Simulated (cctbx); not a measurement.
## A disordered crystal of nominal K3Te3As

Cell a = 9.8400 Å, b = 9.8400 Å, c = 9.8400 Å, α = 90.00°, β = 90.00°, γ = 90.00°; space group P2_13 (no. 198); nominal formula K3Te3As.

Simulated single-crystal data (cctbx): Mo Kα, λ = 0.71073 Å, to d = 0.75 Å, 80 % of the full sphere, strongest reflection 70000 counts, noise from counting, a 2 % proportional error and a noise floor of 2 counts (s.d.); no absorption.

With every site full:

```text
Rint 0.018, 797 unique reflections to 0.75 A
cycle     R1     wR2    GooF  max shift (A)
   1  0.0986  0.3005  29.460   0.02364
   2  0.0320  0.1171  11.484   0.00019
final R1 0.0321 wR2 0.1171 GooF 11.484  parameters 21  data/parameter 38.0
atom        x        y        z      Ueq    occ   su(xyz)  su(Uiso or U11)
Te1    0.21365  0.60141  0.49506   0.0098  1.000  0.00007  0.0003
As1    0.52011  0.47989  0.97989   0.0269  1.000  0.00015  0.0006
K1     0.58355  0.58355  0.58355   0.0148  1.000  0.00024  0.0008
K2     0.81569  0.81569  0.81569   0.0167  1.000  0.00025  0.0008
K3     0.31978  0.31978  0.31978   0.0155  1.000  0.00024  0.0008
difference map: max 3.24 min -3.65 rms 0.34
Q1    0.2019  0.2981  0.7019    4    3.26  0.30 A from K2
Q2    0.1971  0.6971  0.8029    4    2.94  0.29 A from K3
Q3    0.0658  0.9342  0.4342    4    2.77  0.30 A from K1
Q4    0.9947  0.3130  0.4036   12    2.35  0.27 A from Te1
Q5    0.0477  0.4523  0.5477    4    0.80  1.15 A from As1
Q6    0.1767  0.8233  0.3233    4    0.77  1.59 A from K1
```

With the occupancies of the suspect sites free, each still typed as its main element:

```text
Rint 0.018, 797 unique reflections to 0.75 A
cycle     R1     wR2    GooF  max shift (A)
   1  0.0687  0.2231  21.881   0.01955
  12  0.0040  0.0098   0.965   0.00002
final R1 0.0040 wR2 0.0098 GooF 0.962  parameters 22  data/parameter 36.2
atom        x        y        z      Ueq    occ   su(xyz)  su(Uiso or U11)
Te1    0.21351  0.60130  0.49500   0.0114  1.000  0.00001  0.0000
As1    0.51962  0.48038  0.98038   0.0132  0.753  0.00001  0.0001
K1     0.58250  0.58250  0.58250   0.0156  1.000  0.00002  0.0001
K2     0.81432  0.81432  0.81432   0.0178  1.000  0.00002  0.0001
K3     0.31844  0.31844  0.31844   0.0167  1.000  0.00002  0.0001
su of occupancy As1: 0.001
difference map: max 0.09 min -0.11 rms 0.03
Q1    0.1540  0.7091  0.2894   12    0.10  1.89 A from K2
Q2    0.0216  0.6385  0.5741   12    0.10  1.54 A from As1
Q3    0.0121  0.7348  0.5625   12    0.09  2.29 A from As1
Q4    0.9983  0.1746  0.4431   12    0.09  1.18 A from Te1
Q5    0.0497  0.2213  0.2429   12    0.09  1.75 A from Te1
Q6    0.1934  0.3283  0.2850   12    0.09  1.28 A from K3
```

**Question.** What is the disorder?

X-rays count electrons. As1 refines to 0.753(0.001), or 24.8 electrons; the site truly holds 0.75 As, 24.8 electrons, which is 0.750 of As. A value under 1 can't tell vacancies from a lighter guest, and one over 1 needs a heavier guest; chemistry or a second radiation must settle which. Occupancy correlates with U and the scale, so the match is approximate.

Freeing them takes R1 from 0.0321 to 0.0040 and GooF from 11.48 to 0.96.

The model is made up (kin elements in a known structure type, no relaxation), so it says nothing on whether the phase exists.

[Middle refinement cycles are left out of these outputs.]

[Logs are printed without paths, hosts, clocks, repeated set-up lines and the standing remarks that a program may print on its own settings, such as how far it seeks lower states.]
